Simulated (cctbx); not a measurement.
# Diagnosing a refinement

Cell a = 11.0140 Å, b = 3.3110 Å, c = 6.5790 Å, α = 90.00°, β = 91.11°, γ = 90.00°; space group C2/m (no. 12).

Simulated single-crystal data (cctbx): Mo Kα, λ = 0.71073 Å, to d = 0.8 Å, 70 % of the full sphere, strongest reflection 70000 counts, noise from counting, a 3 % proportional error and a noise floor of 8 counts (s.d.); no absorption, and some extinction, which the refinements don't model.

An anisotropic refinement with weights 1/σ² prints:

```text
Rint 0.019, 275 unique reflections to 0.80 A
cycle     R1     wR2    GooF  max shift (A)
   1  0.0202  0.0529   2.290   0.01090
   3  0.0130  0.0356   1.541   0.00003
final R1 0.0130 wR2 0.0356 GooF 1.541  parameters 30  data/parameter 9.2
atom        x        y        z      Ueq    occ   su(xyz)  su(Uiso or U11)
Ir1    0.60371  0.50000  0.14379   0.0048  1.000  0.00003  0.0002
Pd1    0.85769  0.50000  0.29530   0.0067  1.000  0.00008  0.0003
C1     0.74416  0.00000  0.08228   0.0162  1.000  0.00132  0.0036
C2     0.55957  0.00000  0.38556   0.0094  1.000  0.00113  0.0035
N1     0.67695  0.50000  0.48113   0.0379  1.000  0.00158  0.0051
difference map: max 0.74 min -1.47 rms 0.27
Q1    0.1322  0.0000  0.6517    4    0.79  1.23 A from N1
Q2    0.1795  0.0000  0.7856    4    0.72  1.20 A from C1
Q3    0.0000  0.0000  0.5000    2    0.68  1.94 A from C2
Q4    0.1286  0.5000  0.2096    4    0.67  1.40 A from C2
Q5    0.0866  0.5000  0.9242    4    0.62  1.58 A from Pd1
Q6    0.0151  0.3011  0.5633    8    0.57  1.11 A from C2
```

**Question.** Can this result stand? If not, what is the likely fault?

Mend it. The fault: wrong element: N1 is B. Against the right model at the same level, R1 goes from 0.0094 to 0.0130 and GooF from 0.94 to 1.54 and U of N1 swells from 0.0182 to 0.0379 Å². N1 has 2 electrons too many and its U swells to shed them, as expected (near an absorption edge f′ can widen the mismatch well beyond the difference in Z).

The compound is BIrPdC2. The right model at the same level gives:

```text
Rint 0.019, 275 unique reflections to 0.80 A
cycle     R1     wR2    GooF  max shift (A)
   1  0.0151  0.0377   1.631   0.00680
   2  0.0094  0.0217   0.941   0.00026
final R1 0.0094 wR2 0.0217 GooF 0.941  parameters 30  data/parameter 9.2
atom        x        y        z      Ueq    occ   su(xyz)  su(Uiso or U11)
Ir1    0.60371  0.50000  0.14379   0.0048  1.000  0.00002  0.0001
Pd1    0.85769  0.50000  0.29523   0.0067  1.000  0.00005  0.0002
C1     0.74401  0.00000  0.08158   0.0161  1.000  0.00081  0.0023
C2     0.55926  0.00000  0.38529   0.0092  1.000  0.00069  0.0021
B1     0.67708  0.50000  0.48026   0.0182  1.000  0.00093  0.0027
difference map: max 0.65 min -0.76 rms 0.21
Q1    0.1759  0.0000  0.7912    4    0.70  1.20 A from C1
Q2    0.1292  0.0000  0.6514    4    0.69  1.25 A from B1
Q3    0.1278  0.5000  0.2043    4    0.58  1.42 A from C2
Q4    0.0915  0.5000  0.9261    4    0.56  1.57 A from Pd1
Q5    0.1925  0.2172  0.5414    8    0.54  0.84 A from B1
Q6    0.0000  0.0000  0.5000    2    0.53  1.94 A from C2
```

The model was made for the exercise: a known structure type with other elements put in, its volume estimated, not relaxed; displacement parameters are assumed.

[Middle refinement cycles are left out of these outputs.]

[Logs are printed without paths, hosts, clocks, repeated set-up lines and the standing remarks that a program may print on its own settings, such as how far it seeks lower states.]
